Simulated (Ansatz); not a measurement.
# H on Rh(111): change of the work function, part 2 of 3

Aim: the work function of Rh(111) at several coverages of H (fcc site), and the dipole that each adsorbate carries.

Ansatz 0.2.0; plane-wave DFT, PBE, Ansatz PAW.

So far, work function, upper face (eV): step 2 (the clean slab) 5.17.

## 3. The covered slab, k-mesh 6×6×1, coverage 0.25 ML

System of this step: HRh16 (H/Rh(111)). The cell holds 17 atoms: 16 Rh and 1 H. Cell: a = 5.374 Å, b = 5.374 Å, c = 25.450 Å, α = 90.0°, β = 90.0°, γ = 60.0°. Vacuum lies along c.

The clean slab as it ended is repeated in the plane and the adsorbate is set on one face; the cell's size fixes the coverage, and the k-mesh shrinks with it to keep the sampling density about even. Adsorbate and upper layers relax, since the dipole depends on the height.

input.yaml

```yaml
crystal:
  lattice:
    - [5.374011537, -1.0e-10, 0.0]
    - [2.6870057685, 4.6540305112, 0.0]
    - [0.0, 0.0, 25.4504523286]
  atoms:
    - { symbol: Rh, position: [0.0, 0.0, 0.3536282925] }
    - { symbol: Rh, position: [0.1666666667, 0.1666666667, 0.4398323015] }
    - { symbol: Rh, position: [0.3333333333, 0.3333333333, 0.5258880221] }
    - { symbol: Rh, position: [0.0, 0.0, 0.6119266672] }
    - { symbol: Rh, position: [0.0, 0.5, 0.3536282925] }
    - { symbol: Rh, position: [0.1666666667, 0.6666666667, 0.4398323015] }
    - { symbol: Rh, position: [0.3333333333, 0.8333333333, 0.5258880221] }
    - { symbol: Rh, position: [0.0, 0.5, 0.6119266672] }
    - { symbol: Rh, position: [0.5, 0.0, 0.3536282925] }
    - { symbol: Rh, position: [0.6666666667, 0.1666666667, 0.4398323015] }
    - { symbol: Rh, position: [0.8333333333, 0.3333333333, 0.5258880221] }
    - { symbol: Rh, position: [0.5, 0.0, 0.6119266672] }
    - { symbol: Rh, position: [0.5, 0.5, 0.3536282925] }
    - { symbol: Rh, position: [0.6666666667, 0.6666666667, 0.4398323015] }
    - { symbol: Rh, position: [0.8333333333, 0.8333333333, 0.5258880221] }
    - { symbol: Rh, position: [0.5, 0.5, 0.6119266672] }
    - { symbol: H, position: [0.1666666667, 0.1666666667, 0.6463717075] }
kpoints:
  mp_grid: { grid: [6, 6, 1] }
hamiltonian:
  xc: pbe
scf:
  occupations: { method: fermi_dirac, width: 0.1 }
  convergence: { dr2_threshold: 1.0e-08 }
efield:
  axis: 3
  dipole_correction: true
  ramp_position: 0.97
  ramp_width: 0.06
relax:
  f_tol: 0.02
  max_steps: 60
  constraints: [{ sites: [0, 1, 4, 5, 8, 9, 12, 13] }]
output:
  dos: { projected: true, e_range: [-8, 4] }
  write_potential: true
  write_density: true
  volumetric_format: npy
  elf: true
```

The run is started by

```sh
ansatz run input.yaml --threads 4 --pin off --max-ram 6144MiB --backend cpu --events-out ev --progress --plain --runs-dir out
```

Numbers of over 12 decimals in the logs are rounded to 6 here.

Output:

```text
[...]
Crystal: 17 atoms, lattice volume = 636.537 Å³
Basis set: ecut = 420 eV, 12367 PW (Γ), exchange–correlation on 72×72×360 points (8 copies of the dense FFT grid, shifted against one another)
Bands: 164, of which v1, the nominal top of the filled ones, is band 137 counted from 1 (136 counted from 0)
Symmetry: 6 space group operations
[...]
k-points: 7 of 36 (time reversal used)
[...]
SCF iter   1: F=—  HF=-102456.556688 eV  |F-HF|=—  |Δ(HF+E_count)|=         —  Δρ=5.49e-3  dr2=1.63e0  ethr=1.77e-3  p=0.006 e·Å  D=1.81e-3 V/Å  ΔV_dip=-0.05 eV  dr2_dipole=5.32e-1  V_vac-E_F(+/−)=4.91/4.96 eV  ⟨swp⟩=8.0  Hψ=4928  notcnv=0  defer=15
[...]
SCF iter  10: F=-102456.544714 eV  HF=-102456.544714 eV  |F-HF|=3.25e-8  |Δ(HF+E_count)|=   4.89e-8  Δρ=4.41e-7  dr2=2.27e-9  ethr=3.66e-12  p=-0.002 e·Å  D=-6.19e-4 V/Å  ΔV_dip=0.02 eV  dr2_dipole=3.76e-12  V_vac-E_F(+/−)=5.19/5.17 eV  ⟨swp⟩=15.6  Hψ=8459  notcnv=0
SCF 1 converged in 10 iterations: F = -102456.544714 eV  dr2 = 2.27e-9
[...]
relax step   1: F+E_penalty+E_count = -102456.54471378 eV  Δ(F+E_penalty+E_count) = +0.000e0 eV  max|allowed force component| = 7.005e-1 eV/Å  Δτ_max = 0.0000 Å  (10 SCF iters, accepted)
[...]
SCF iter   9: F=-102456.603184 eV  HF=-102456.603184 eV  |F-HF|=2.87e-8  |Δ(HF+E_count)|=   7.47e-8  Δρ=6.60e-7  dr2=3.52e-9  ethr=3.66e-12  p=-0.005 e·Å  D=-1.42e-3 V/Å  ΔV_dip=0.04 eV  dr2_dipole=2.38e-11  V_vac-E_F(+/−)=5.20/5.17 eV  ⟨swp⟩=15.1  Hψ=8530  notcnv=0
SCF 2 converged in 9 iterations: F = -102456.603184 eV  dr2 = 3.52e-9
[...]
relax step   2: F+E_penalty+E_count = -102456.60318394 eV  Δ(F+E_penalty+E_count) = -5.847e-2 eV  max|allowed force component| = 8.811e-2 eV/Å  Δτ_max = 0.1112 Å  (9 SCF iters, accepted)
SCF iter   1: F=—  HF=-102456.604983 eV  |F-HF|=—  |Δ(HF+E_count)|=         —  Δρ=1.34e-3  dr2=5.57e-2  ethr=7.29e-6  p=-0.005 e·Å  D=-1.42e-3 V/Å  ΔV_dip=0.04 eV  dr2_dipole=1.85e-2  V_vac-E_F(+/−)=5.20/5.17 eV  ⟨swp⟩=3.0  Hψ=2543  notcnv=0  defer=36
[...]
SCF iter   8: F=-102456.604784 eV  HF=-102456.604784 eV  |F-HF|=5.09e-8  |Δ(HF+E_count)|=   1.79e-7  Δρ=8.75e-7  dr2=9.26e-9  ethr=3.66e-12  p=-0.005 e·Å  D=-1.33e-3 V/Å  ΔV_dip=0.03 eV  dr2_dipole=2.37e-10  V_vac-E_F(+/−)=5.20/5.17 eV  ⟨swp⟩=12.0  Hψ=9011  notcnv=0
SCF 3 converged in 8 iterations: F = -102456.604784 eV  dr2 = 9.26e-9
relax step   3: F+E_penalty+E_count = -102456.60478363 eV  Δ(F+E_penalty+E_count) = -1.600e-3 eV  max|allowed force component| = 2.226e-2 eV/Å  Δτ_max = 0.0131 Å  (8 SCF iters, accepted)
SCF iter   1: F=—  HF=-102456.604234 eV  |F-HF|=—  |Δ(HF+E_count)|=         —  Δρ=2.85e-4  dr2=1.86e-3  ethr=1.56e-5  p=-0.005 e·Å  D=-1.33e-3 V/Å  ΔV_dip=0.03 eV  dr2_dipole=6.11e-4  V_vac-E_F(+/−)=5.20/5.17 eV  ⟨swp⟩=1.7  Hψ=1483  notcnv=0  defer=1
[...]
SCF iter   7: F=-102456.604898 eV  HF=-102456.604897 eV  |F-HF|=2.19e-8  |Δ(HF+E_count)|=   5.00e-8  Δρ=4.37e-7  dr2=1.60e-9  ethr=3.66e-12  p=-0.005 e·Å  D=-1.35e-3 V/Å  ΔV_dip=0.03 eV  dr2_dipole=7.21e-12  V_vac-E_F(+/−)=5.20/5.17 eV  ⟨swp⟩=11.9  Hψ=7970  notcnv=0
SCF 4 converged in 7 iterations: F = -102456.604898 eV  dr2 = 1.60e-9
relax step   4: F+E_penalty+E_count = -102456.60489752 eV  Δ(F+E_penalty+E_count) = -1.139e-4 eV  max|allowed force component| = 5.120e-3 eV/Å  Δτ_max = 0.0033 Å  (7 SCF iters, accepted)
NSCF: frozen V_eff on 7 k-points
[...]
SCF converged after 7 iterations
Free energy (F): -102456.604898 eV
[...]
Internal energy: -102455.747021 eV  (E = F + TS)
E sigma→0 (E₀):  -102456.175959 eV
Entropy (-TS):   -0.857876 eV (-50.463 meV/atom)
Fermi energy:    4.386627 eV
Dipole field:    D = -0.001352 V/Å  (p = -0.004755 e·Å, saw-weighted, corrected)
Work function:   Φ+ = 5.2026 eV   Φ− = 5.1682 eV
[...]
--- Forces (eV/Å), atoms counted from 1 ---
  atom   1  Rh    -0.00749672    -0.00432823     0.03913398
  atom   2  Rh     0.00000000    -0.00000000    -0.05083826
  atom   3  Rh    -0.00045848    -0.00026471    -0.00059868
  atom   4  Rh     0.00389296     0.00224760    -0.00021683
  atom   5  Rh     0.00000000     0.00865647     0.03913398
  atom   6  Rh    -0.00346467     0.00200033    -0.04645791
  atom   7  Rh     0.00000000     0.00052941    -0.00059868
  atom   8  Rh    -0.00000000    -0.00449520    -0.00021683
  atom   9  Rh     0.00749672    -0.00432823     0.03913398
  atom  10  Rh    -0.00000000    -0.00400066    -0.04645791
  atom  11  Rh     0.00045848    -0.00026471    -0.00059868
  atom  12  Rh    -0.00389296     0.00224760    -0.00021683
  atom  13  Rh     0.00000000    -0.00000000     0.06825735
  atom  14  Rh     0.00346467     0.00200033    -0.04645791
  atom  15  Rh    -0.00000000     0.00000000     0.00511953
  atom  16  Rh    -0.00000000     0.00000000     0.00038597
  atom  17  H     -0.00000000     0.00000000     0.00151616
  max |Σ_I F_I| component: 2.24e-5 eV/Å
--- Band table (eV; the first three rows and the last of 7) ---
  k-point 0: bands = [... 133 lower, 4.7273, 4.8290, 4.8290, 4.9798, 4.9872, 4.9872, 5.1383, 5.1530, ... 23 higher]
  k-point 1: bands = [... 133 lower, 4.6277, 4.6357, 4.6728, 4.7259, 4.7628, 4.7778, 4.8406, 4.9609, ... 23 higher]
  k-point 2: bands = [... 133 lower, 3.9702, 4.1011, 4.2494, 4.2945, 4.3478, 4.4227, 4.5175, 4.5312, ... 23 higher]
  k-point 6: bands = [... 133 lower, 4.1241, 4.1496, 4.1779, 4.2370, 4.2378, 4.4272, 4.5250, 4.5661, ... 23 higher]
--- Relaxed structure (4 steps of the walk, 4 accepted, 0 SCFs on fresh bases) ---
  F+E_penalty+E_count = -102456.60489752 eV   max|allowed force component| = 5.120e-3 eV/Å
  atoms:
    - { symbol: Rh, position: [-1.7959490104491818e-17, -1.7959490104491818e-17, 0.3536282925] }
    - { symbol: Rh, position: [0.166667, 0.166667, 0.4398323015] }
    - { symbol: Rh, position: [0.333453, 0.333453, 0.525967] }
    - { symbol: Rh, position: [-0.00250059, -0.00250059, 0.612726] }
    - { symbol: Rh, position: [-5.551115123125783e-17, 0.500000, 0.3536282925] }
    - { symbol: Rh, position: [0.166667, 0.666667, 0.4398323015] }
    - { symbol: Rh, position: [0.333453, 0.833093, 0.525967] }
    - { symbol: Rh, position: [-0.00250059, 0.505001, 0.612726] }
    - { symbol: Rh, position: [0.500000, -1.7959490103280128e-17, 0.3536282925] }
    - { symbol: Rh, position: [0.666667, 0.166667, 0.4398323015] }
    - { symbol: Rh, position: [0.833093, 0.333453, 0.525967] }
    - { symbol: Rh, position: [0.505001, -0.00250059, 0.612726] }
    - { symbol: Rh, position: [0.500000, 0.500000, 0.3536282925] }
    - { symbol: Rh, position: [0.666667, 0.666667, 0.4398323015] }
    - { symbol: Rh, position: [0.833333, 0.833333, 0.525799] }
    - { symbol: Rh, position: [0.500000, 0.500000, 0.611969] }
    - { symbol: H, position: [0.166667, 0.166667, 0.651065] }
```

It took 63 s on 4 threads of AMD EPYC 7R32 (Zen 2), shared host; peak memory 2.7 GiB.

Relaxation path:

| step | energy less that of the first step (eV) | largest force component (eV/Å) |
| --- | --- | --- |
| 1 | 0.0000 | 0.7005 |
| 2 | -0.0585 | 0.0881 |
| 3 | -0.0601 | 0.0223 |
| 4 | -0.0602 | 0.0051 |

The run keeps the 6 symmetry operations that it works with, so distortions that break them were not tested.

The atoms that moved most (Å):

| atom | dx | dy | dz | length |
| --- | --- | --- | --- | --- |
| H17 | 0.000 | 0.000 | 0.119 | 0.119 |
| Rh4 | -0.020 | -0.012 | 0.020 | 0.031 |
| Rh12 | 0.020 | -0.012 | 0.020 | 0.031 |
| Rh8 | 0.000 | 0.023 | 0.020 | 0.031 |

The relaxed structure:

```
Rh H
1.0
     5.37401    0.00000    0.00000
     2.68701    4.65403    0.00000
     0.00000    0.00000   25.45045
Rh H
16 1
Direct
  0.00000 0.00000 0.35363
  0.16667 0.16667 0.43983
  0.33345 0.33345 0.52597
  0.99750 0.99750 0.61273
  0.00000 0.50000 0.35363
  0.16667 0.66667 0.43983
  0.33345 0.83309 0.52597
  0.99750 0.50500 0.61273
  0.50000 0.00000 0.35363
  0.66667 0.16667 0.43983
  0.83309 0.33345 0.52597
  0.50500 0.99750 0.61273
  0.50000 0.50000 0.35363
  0.66667 0.66667 0.43983
  0.83333 0.83333 0.52580
  0.50000 0.50000 0.61197
  0.16667 0.16667 0.65107
```

Numbers from this step:

```yaml
energy_at_zero_smearing: -102456.1760 eV
work_function_upper_face: 5.203 eV
work_function_lower_face: 5.168 eV
dipole_along_the_normal: -0.004755 e·Å
step_between_the_vacuum_levels: 0.03440 eV
```

Running mean over 2.194 Å of the planar mean; the ramp of the sawtooth is left out. The electron's electrostatic potential energy less the Fermi level by z:

| z (Å) | electron's electrostatic potential energy less the Fermi level (eV) |
| --- | --- |
| 3.0 | 5.17 |
| 3.5 | 5.17 |
| 4.0 | 5.17 |
| 4.5 | 5.17 |
| 5.0 | 5.16 |
| 5.5 | 5.15 |
| 6.0 | 5.10 |
| 6.5 | 4.91 |
| 7.0 | 4.15 |
| 7.5 | 0.996 |
| 8.0 | -5.57 |
| 8.5 | -11.0 |
| 9.0 | -12.7 |
| 9.5 | -13.0 |
| 10.0 | -13.1 |
| 10.5 | -13.1 |
| 11.0 | -13.2 |
| 11.5 | -13.3 |
| 12.0 | -13.3 |
| 12.5 | -13.3 |
| 13.0 | -13.3 |
| 13.5 | -13.2 |
| 14.0 | -13.1 |
| 14.5 | -13.0 |
| 15.0 | -13.0 |
| 15.5 | -13.0 |
| 16.0 | -11.9 |
| 16.5 | -7.12 |
| 17.0 | -0.347 |
| 17.5 | 3.64 |
| 18.0 | 4.81 |
| 18.5 | 5.11 |
| 19.0 | 5.18 |
| 19.5 | 5.20 |
| 20.0 | 5.20 |
| 20.5 | 5.20 |
| 21.0 | 5.20 |
| 21.5 | 5.20 |
| 22.0 | 5.20 |

The density of states has structure finer than the step of the table below, so its rows give means over 0.25 eV, whole bins alone (the curve runs from -8 to 1.98 eV). Peaks (eV: height): -5.080: 42.1, -4.210: 53.3, -3.310: 41.4, -2.770: 51.7, -2.620: 41.3, -1.590: 43.8, 0.300: 48.7.

Density of states against energy, zero at the Fermi level; means over each step:

| energy (eV) | density of states (states/eV a cell) |
| --- | --- |
| -7.75 | 0 |
| -7.50 | 0.659 |
| -7.25 | 0.946 |
| -7.00 | 1.48 |
| -6.75 | 2.85 |
| -6.50 | 5.33 |
| -6.25 | 2.22 |
| -6.00 | 4.83 |
| -5.75 | 9.57 |
| -5.50 | 20.6 |
| -5.25 | 23.9 |
| -5.00 | 28.7 |
| -4.75 | 21.0 |
| -4.50 | 23.0 |
| -4.25 | 23.2 |
| -4.00 | 17.3 |
| -3.75 | 22.1 |
| -3.50 | 18.7 |
| -3.25 | 19.9 |
| -3.00 | 24.8 |
| -2.75 | 33.9 |
| -2.50 | 32.6 |
| -2.25 | 24.1 |
| -2.00 | 25.1 |
| -1.75 | 18.4 |
| -1.50 | 29.2 |
| -1.25 | 20.0 |
| -1.00 | 23.1 |
| -0.75 | 27.0 |
| -0.50 | 28.5 |
| -0.25 | 22.6 |
| 0.00 | 23.5 |
| 0.25 | 36.1 |
| 0.50 | 28.6 |
| 0.75 | 16.3 |
| 1.00 | 7.74 |
| 1.25 | 1.71 |
| 1.50 | 6.77 |
| 1.75 | 7.29 |

Projected DOS per atom over height of the atomic layer and energy from the Fermi level. Layers: Rh4 Rh4 Rh4 Rh4 H from below.

Ten even steps from '_' (0.00 states/eV) to '@' (2.31 states/eV), each cell a mean:
```
........__
__________
--------__
##@@@@**__
##++++##__
%%****%%__
%%==++##__
##++++##__
%%====##__
@@****%%__
@@@@@@@@__
++****++__
++++**++__
++====++__
++++++++__
==@@@@==__
::%%%%..__
__::::____
______..--
________..
__________
__________
```
Columns: height of the atomic layer (Å) from 9 to 16.6 (not evenly spaced); rows upwards: energy from the Fermi level (eV) from -7.96 to 1.95.

Valence density in the ca plane at fractional y = 0.167, with atoms of Rh and H within 0.2 Å of it. It is the smooth field of the valence electrons, not physical close to the nuclei.

Ten steps, logarithmic in the rise over the least value, from '0' (0 e/Å³) to '9' (13 e/Å³), each cell a mean:
```
24564322332224554334554210000000000000000000
24554322333224554324554210000000000000000000
13343234665323443223343210000000000000000000
12222247997422222222222110000000000000000000
12222247998522222112222100000000000000000000
12332236887422332222332110000000000000000000
13443224664323443223443210000000000000000000
24554322332224554334554210000000000000000000
24554322333224554323554210000000000000000000
13443234665323443223333221000000000000000000
12222247997422222212233431000000000000000000
12222247998522222112223542000000000000000000
12232236887422222222233331000000000000000000
13443224564323443223443221000000000000000000
```
Columns run along c (16.0 Å, from fractional 0.32 to 0.95 of the cell), rows up along a (5.4 Å). Atoms in or near the plane, at fractional coordinates: Rh at (0.44, 0.17), Rh at (0.44, 0.67), H at (0.65, 0.17).

Electrostatic potential energy in the ca plane at fractional y = 0.167, with atoms of Rh and H within 0.2 Å of it. With pseudopotentials it is smooth inside the atoms' cores, unlike the true potential.

Ten even steps from '0' (-49 eV) to '9' (10 eV), each cell a mean:
```
87436899888987436887446899999999999999999999
97446898888987446887546899999999999999999999
98778886325888778998778999999999999999999999
99889971000689889999889999999999999999999999
99999960000589999999999999999999999999999999
99888972001689889999889999999999999999999999
98667886446888668898667999999999999999999999
97446898888987446887446899999999999999999999
97446898888987446887546899999999999999999999
98778886325888778998778899999999999999999999
99889971000689889999888679999999999999999999
99999960000589999999997249999999999999999999
99888972001689889999888779999999999999999999
98667887436888768898767899999999999999999999
```
Columns run along c (16.0 Å, from fractional 0.32 to 0.95 of the cell; values clipped at the 3rd and 97th percentile), rows up along a (5.4 Å). Atoms in or near the plane, at fractional coordinates: Rh at (0.44, 0.17), Rh at (0.44, 0.67), H at (0.65, 0.17).

ELF in the ca plane at fractional y = 0.167, with atoms of Rh and H within 0.2 Å of it. It is the smooth field of the valence electrons, not physical close to the nuclei.

Ten even steps from '0' (0.00) to '9' (0.99), each cell a mean:
```
23443222222222442222343221100000000000000000
22343222222222442222343211000000000000000000
22222223453222222222222211000000000000000000
22222225776322222112222221000000000000000000
22222226776322222112222221000000000000000000
22222225775322222222222221000000000000000000
22332222443222232222232211000000000000000000
23443222222222442222343211000000000000000000
22343222222222442222333221100000000000000000
22222223443222222222222454210000000000000000
22222225776322222111225898520000000000000000
22222226776322222111237999630000000000000000
22222225775322222112224898520000000000000000
22332222443222222222222344210000000000000000
```
Columns run along c (16.0 Å, from fractional 0.32 to 0.95 of the cell), rows up along a (5.4 Å). Atoms in or near the plane, at fractional coordinates: Rh at (0.44, 0.17), Rh at (0.44, 0.67), H at (0.65, 0.17).

The relaxation took 4 steps and lowered the energy by 0.060 eV; the largest force on the free atoms ends at 0.0051 eV/Å.

By hand: a sheet of dipoles makes a step −p/(ε₀A) in the electron's potential. With e/ε₀ = 180.95 V·Å, p = -0.004755 e·Å and A = 25.01 Å², that is −180.95 × (-0.004755) / 25.01 = +0.034 eV, and the two vacuum levels of the run differ by +0.034 eV.

The covered face has 5.20 eV, +0.04 eV against the clean one; the bare back face has moved by -0.00 eV, a measure of how thin the slab is.

[end of part 2 of 3]

[Logs are printed without paths, hosts, clocks, repeated set-up lines and the standing remarks that a program may print on its own settings, such as how far it seeks lower states.]

[Hosts, paths, dates, database ids (printed as entryN), source tags and the programs' standing remarks are cut or masked in the printed files.]

[Maps of the electrostatic potential energy from Ansatz leave out the sawtooth potential of an applied field or a dipole correction, so their vacuum need not be flat; planar profiles and work functions include it.]

[The density of states shown here was stored with 400 of the rows of the run's finer table, so its peaks can read low, often by over a quarter, or be missed, and its means over a window can be off by a tenth or more.]
